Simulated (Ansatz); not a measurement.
## What BeSi2 (built on the sites of a database entry of CaSi2) distorts into

Which phase does BeSi2 (built on the sites of a database entry of CaSi2) fall into along its unstable mode, and how much energy does it gain?

Main program and level: Ansatz 0.2.0; DFT PBEsol, scalar-relativistic, plane waves, PAW.

Report form: the programs' logs are mostly left out.

The structure was built from a prototype and need not be the compound's stable phase.

**1. The starting structure**

Symmetry: P-3m1, No. 164, trigonal system. The conventional cell has a = 2.782 Å, b = 2.782 Å, c = 5.533 Å, α = 90.00°, β = 90.00°, γ = 120.00°. Nearest to Be lie 6 Si at 2.38 Å. Nearest to Si lie 3 Be at 2.38 Å and 3 Si at 2.57 Å. Farther neighbours are not listed.

**2. Phonons on a q mesh**

The cell comes from relaxations at this level that are not shown. Stability and thermal properties need the whole zone. Linear response on a 3×3×2 q mesh gives force constants as far as a supercell of that size would.

File input.yaml:

```yaml
crystal:
  lattice:
    - [2.7820321755, 0.0, 0.0]
    - [-1.3910160877, 2.4093105381, 0.0]
    - [0.0, 0.0, 5.5325386777]
  atoms:
    - { symbol: Be, position: [0.0, 0.0, 0.0] }
    - { symbol: Si, position: [0.3333333333, 0.6666666667, 0.3184987978] }
    - { symbol: Si, position: [0.6666666667, 0.3333333333, 0.6815012022] }
kpoints:
  mp_grid: { grid: [15, 15, 8] }
hamiltonian:
  xc: pbesol
scf:
  occupations: { method: methfessel_paxton, width: 0.15 }
output:
  eigenvalues: true
phonons:
  method: dfpt
  qmesh: [3, 3, 2]
  temperatures: { t_max: 1000, t_step: 50 }
  qpath:
    path:
      - [[0.0, 0.0, 0.0], [0.5, 0.0, 0.0], [0.33333333, 0.33333333, 0.0], [0.0, 0.0, 0.0], [0.0, 0.0, 0.5], [0.5, 0.0, 0.5], [0.33333333, 0.33333333, 0.5], [0.0, 0.0, 0.5]]
      - [[0.5, 0.0, 0.5], [0.5, 0.0, 0.0]]
      - [[0.33333333, 0.33333333, 0.5], [0.33333333, 0.33333333, 0.0]]
    npoints: 10
```

Launch:

```sh
$ ansatz run input.yaml --threads 4 --pin off --max-ram 7168MiB --backend cpu --events-out ev --progress --plain --runs-dir out
```

The job ended after 2.2 min (4 threads of Arm Neoverse V1, shared host; peak memory 1.1 GiB).

This step gave:

* volume per atom: 12.36 Å³
* gap on the k-mesh: 0 eV
* sum-rule residual before enforcement: 1.16e-4 eV/Å²
* lowest frequency on the path: -175.6 cm⁻¹
* point group: -3m
* highest frequency on the path or at a solved wavevector: 496 cm⁻¹
* highest optical mode at the zone centre (no LO-TO term): 493.2 cm⁻¹
* lowest optical zone-centre mode: 146.9 cm⁻¹
* lowest mode on the q mesh (acoustic modes at Γ apart): -162.1 cm⁻¹

Frequencies (cm⁻¹) solved at each irreducible wavevector; negative means imaginary. Frequencies by wavevector, by row:

```
q in reciprocal lattice units  star  mode 1  mode 2  mode 3  mode 4  mode 5  mode 6  mode 7  mode 8  mode 9
                        0 0 0     1       0       0       0   146.9   146.9   296.7   296.7   367.7   493.2
                     0 0 -0.5     1    40.8    40.8     111     111   208.4   218.3   267.2   267.2     496
                   0 0.3333 0     6   -87.9    48.8   118.5   156.8   213.4   227.4   227.6   365.6   466.1
                0 0.3333 -0.5     6  -129.7   -39.5    99.8   132.6   236.7   252.7   297.5   324.9   474.5
              0.3333 0.3333 0     2  -162.1  -162.1    68.6   269.4   269.4   272.2   299.5   299.5   452.1
           0.3333 0.3333 -0.5     2    34.3    34.3     156   165.7   165.7   217.5   342.7   342.7   465.1
```

Interpolated from a 3×3×2 q mesh, rough between the solved points. The phonon branches at the labelled points (cm⁻¹):

```
    point  branch 1  branch 2  branch 3  branch 4  branch 5  branch 6  branch 7  branch 8  branch 9
        Γ         0         0         0       147       147       297       297       368       493
  halfway        18       106       119       123       172       213       251       378       475
        M      -164        96       114       197       201       225       285       333       458
  halfway      -175       -72        88       218       249       253       289       325       455
        K      -162      -162        69       269       269       272       300       300       452
  halfway       -66        48       144       165       176       198       259       371       470
        Γ         0         0         0       147       147       297       297       368       493
  halfway        15        15       100       133       133       282       282       320       496
        A        41        41       111       111       208       218       267       267       496
  halfway      -122       -11        71       124       223       258       289       312       481
        L      -102       -58       143       180       185       248       310       336       470
  halfway       -79       -48       148       178       200       213       329       340       468
        H        34        34       156       166       166       218       343       343       465
  halfway      -123       -74       119       123       224       251       307       312       477
        A        41        41       111       111       208       218       267       267       496
jump to L      -102       -58       143       180       185       248       310       336       470
  halfway      -137        17       136       156       225       251       281       338       464
        M      -164        96       114       197       201       225       285       333       458
jump to H        34        34       156       166       166       218       343       343       465
  halfway      -126      -126       111       222       222       251       328       328       459
        K      -162      -162        69       269       269       272       300       300       452
```

Symmetry leaves 6 wavevectors to solve. The lowest mode among them, the acoustic zeros apart, lies at q = (0.333, 0.333, 0) and is imaginary, 162.1i cm⁻¹, so the energy falls along it. Between them the interpolated path dips to 176i cm⁻¹.

**3. The mode frozen in, largest atomic shift 0 Å**

The mode followed lies at q = (0.333, 0.333, 0) with frequency 162.1i cm⁻¹ and is 2-fold degenerate, the softest among the wavevectors solved. At small amplitude the distorted cell has space group no. 157 by a symmetry search on the positions. The undistorted cell that holds it gives the zero of energy on the same k mesh.

System of this step: BeSi2 (built on the sites of a database entry of CaSi2). It takes space group P-3m1 (No. 164, trigonal). The conventional cell has a = 2.782 Å, b = 2.782 Å, c = 5.533 Å, α = 90.00°, β = 90.00°, γ = 120.00°. Nearest to Be lie 6 Si at 2.38 Å. Si has 3 Be at 2.38 Å and 3 Si at 2.57 Å nearest. Farther neighbours are not listed.

File input.yaml:

```yaml
crystal:
  lattice:
    - [0.0, -4.8186210762, 0.0]
    - [-4.1730482632, -2.4093105381, 0.0]
    - [0.0, 0.0, -5.5325386777]
  atoms:
    - { symbol: Be, position: [0.0, 0.0, 0.0] }
    - { symbol: Be, position: [0.6666666667, 0.6666666667, 0.0] }
    - { symbol: Be, position: [0.3333333333, 0.3333333333, 0.0] }
    - { symbol: Si, position: [0.3333333333, 0.6666666667, 0.6815012022] }
    - { symbol: Si, position: [1.0, 0.3333333333, 0.6815012022] }
    - { symbol: Si, position: [0.6666666667, 1.0, 0.6815012022] }
    - { symbol: Si, position: [0.6666666667, 0.3333333333, 0.3184987978] }
    - { symbol: Si, position: [0.3333333333, 1.0, 0.3184987978] }
    - { symbol: Si, position: [0.0, 0.6666666667, 0.3184987978] }
kpoints:
  mp_grid: { grid: [9, 9, 6] }
hamiltonian:
  xc: pbesol
scf:
  occupations: { method: methfessel_paxton, width: 0.15 }
output:
  forces: true
  stress: true
  eigenvalues: true
```

Wall time 3.1 s (4 threads); peak memory 0.47 GiB; 11 s of CPU time.

Numbers from this step:

| Quantity | Value |
| --- | --- |
| pressure | -0.1235 GPa |
| energy from the undistorted cell | 0 meV/atom |

The run ends at a pressure of -0.12 GPa, with forces up to 0.063 eV/Å.

**4. The mode frozen in, largest atomic shift 0.32 Å**

The atoms are moved along the unstable eigenvector, the largest shift by 0.32 Å, with the cell fixed.

File input.yaml:

```yaml
crystal:
  lattice:
    - [0.0, -4.8186210762, 0.0]
    - [-4.1730482632, -2.4093105381, 0.0]
    - [0.0, 0.0, -5.5325386777]
  atoms:
    - { symbol: Be, position: [-0.0664104092, 0.0664076315, 7.33e-08] }
    - { symbol: Be, position: [0.6666653378, 0.6002582911, -3.66e-08] }
    - { symbol: Be, position: [0.3997402535, 0.3333340774, -3.66e-08] }
    - { symbol: Si, position: [0.3001951854, 0.699804378, 0.681501321] }
    - { symbol: Si, position: [1.0331370352, 0.333334296, 0.6815007557] }
    - { symbol: Si, position: [0.6666689816, 0.9668613261, 0.6815015298] }
    - { symbol: Si, position: [0.6666658847, 0.3333335338, 0.3479117493] }
    - { symbol: Si, position: [0.3333340075, 0.9999993108, 0.3037931463] }
    - { symbol: Si, position: [1.077e-07, 0.6666671554, 0.3037925649] }
kpoints:
  mp_grid: { grid: [9, 9, 6] }
hamiltonian:
  xc: pbesol
scf:
  occupations: { method: methfessel_paxton, width: 0.15 }
output:
  forces: true
  stress: true
  eigenvalues: true
```

It took 4.8 s on 4 threads; peak memory 0.43 GiB.

This step gave:

* pressure: 0.6312 GPa
* energy from the undistorted cell: -18.65 meV/atom

The energy, extrapolated to zero smearing, is -18.65 meV/atom against the undistorted cell.

The run ends at a pressure of 0.63 GPa, with forces up to 0.48 eV/Å.

**5. Energy along the mode, all amplitudes (two of the runs are shown above)**

An imaginary frequency means negative curvature, so the energy should fall and then rise again as anharmonic terms take over.

This step gave:

```
depth at the lowest point sampled  : 18.65 meV/atom
largest atomic shift at that point : 0.32 Å
```

Table of energy from the parent by largest shift of an atom, one sign:

```
largest shift of an atom, one sign (Å)  energy from the parent (meV/atom)
                                 0.000                                  0
                                 0.040                             -0.764
                                 0.080                              -2.89
                                 0.140                              -7.79
                                 0.220                              -15.2
                                 0.320                              -18.6
                                 0.450                               10.9
```

Displacement at unit largest shift by atom:

```
atom  x (Å)  y (Å)  z (Å)  size
 Be1  -0.87   0.50   0.00  1.00
 Be2   0.87   0.50   0.00  1.00
 Be3   0.00  -1.00   0.00  1.00
 Si4  -0.43   0.25   0.00  0.50
 Si5   0.00  -0.50   0.00  0.50
 Si6   0.43   0.25   0.00  0.50
 Si7   0.00   0.00  -0.51  0.51
 Si8   0.00   0.00   0.25  0.25
 Si9   0.00   0.00   0.25  0.25
```

The lowest of the steps tried is at 0.32 Å, 18.6 meV/atom below the parent; the bottom of the well need not coincide with a step.

**6. Relaxing from the distorted cell**

Starting from the lowest point found, all atoms and the cell are let go, so that strain and other modes of the same symmetry can join in.

Changes to input.yaml since step 4:

```diff
@@ -25 +25,6 @@
   eigenvalues: true
+relax:
+  adjacent_minimum: "off"
+  f_tol: 0.002
+  max_steps: 120
+  cell: { stress_tol: 0.03 }
```

The job ended after 81 s (4 threads; peak memory 0.48 GiB).

Relaxation path:

```
step  energy less that of the first step (eV)  largest force component (eV/Å)  pressure (GPa)  volume (Å³)
   1                                   0.0000                          0.4798            0.63       111.25
   2                                  -0.0625                          0.2249            0.49       111.40
   3                                  -0.1203                          0.2200           -0.12       112.62
   4                                  -0.2695                          0.4062           -1.08       114.95
   5                                  -0.3208                          0.3525           -0.80       115.04
   6                                  -0.3604                          0.1192            1.36       112.65
   7                                  -0.4073                          0.1971            0.22       114.11
   8                                  -0.4121                          0.0335           -0.42       114.97
   9                                  -0.4172                          0.0378           -0.01       114.48
  10                                  -0.4175                          0.0227            0.04       114.47
  11                                  -0.4176                          0.0016            0.00       114.49
  12                                  -0.4176                          0.0011           -0.01       114.50
 13*                                  -0.4233                          0.0026            0.05       114.50
  14                                  -0.4233                          0.0047            0.00       114.56
  15                                  -0.4233                          0.0008            0.00       114.56
 16*                                  -0.4233                          0.0008            0.00       114.56
```

Relaxation steps marked * repeat the geometry before them on a plane-wave basis chosen anew for their cell, so energy and pressure can jump there.

Forces are held to the 6 operations that the run works with; a distortion that breaks them can't arise in this run.

```
conventional cell, symmetrised  before  after   change
                         a (Å)   4.819  5.203   +8.0 %
                         b (Å)   4.819  5.203   +8.0 %
                         c (Å)   5.533  4.886  -11.7 %
              volume (Å³/atom)   12.36  12.73   +3.0 %
```

The atoms that moved most (Å, as changes of fractional coordinates times the final cell):

```
atom      dx      dy      dz  length
 Si6   0.167   0.096  -0.076   0.207
 Si5   0.000  -0.193  -0.076   0.207
 Si4  -0.167   0.096  -0.076   0.207
 Si7   0.000   0.000  -0.186   0.186
 Si8   0.000   0.000   0.140   0.140
 Si9   0.000   0.000   0.140   0.140
 Be3   0.000  -0.116   0.045   0.124
 Be1  -0.100   0.058   0.045   0.124
```

The relaxed structure:

```xyz
9
Lattice="0.0000 -5.2030 0.0000 -4.5059 -2.6015 0.0000 0.0000 0.0000 -4.8864" Properties=species:S:1:pos:R:3 pbc="T T T"
Be   -0.3994    0.2306    0.0448
Be   -2.6046   -4.9724    0.0448
Be   -1.5020   -3.0627    0.0448
Si   -3.3203   -3.2860   -3.4063
Si   -1.5020   -6.4355   -3.4063
Si   -4.1896   -5.8875   -3.4063
Si   -1.5020   -4.3358   -1.8865
Si   -4.5059   -4.3358   -1.3442
Si   -3.0040   -1.7343   -1.3442
```

Numbers from this step:

| Item | Value |
| --- | --- |
| pressure | 0.002306 GPa |
| volume per atom | 12.73 Å³ |

The distorted start has space group P31m; the relaxation ends in P31m.

**7. Summary of results**

| Quantity | Value |
| --- | --- |
| unstable mode of the parent | q = (0.333, 0.333, 0), 162i cm⁻¹ |
| depth at the lowest point sampled | 18.6 meV/atom |
| largest atomic shift at that point | 0.32 Å |
| space group reached (within 0.01 Å) | P31m |
| energy gained over the parent (first relaxation, on the mesh of the frozen mode) | 65.7 meV/atom |
| volume per atom, phase reached | 12.7 Å³ |

**Reading.** Along this mode the structure falls into P31m, 65.7 meV/atom below the parent. At the parent's cell the well is 18.65 meV/atom deep on the steps tried, with its lowest point at a shift of 0.32 Å. Relaxing atoms and cell changes the gain by +47.03 meV/atom against the lowest step (energies at zero smearing). Most of the total comes from this relaxation. The modes of the phase reached were not computed on this path. Of the 4 patterns followed to their end from this parent, this one ends 4.57 meV/atom above the lowest, C2/m. Each path keeps the symmetry of its pattern, so a lower phase may lie along a pattern not tried. The q mesh stands for a supercell only 8.3 Å across, so branches between the solved wavevectors are rough. With no gap, or one that is small against the smearing, the frequencies hang on the k mesh and the smearing, most of all near Kohn anomalies. A phonon run warned that its eigensolver left some bands unconverged in a pass. The starting cell was built on a prototype and not taken from a measurement, so the phase need not exist.

[Logs are printed without paths, hosts, clocks, repeated set-up lines and the standing remarks that a program may print on its own settings, such as how far it seeks lower states.]

[Hosts, paths, dates, database ids (printed as entryN), source tags and the programs' standing remarks are cut or masked in the printed files.]
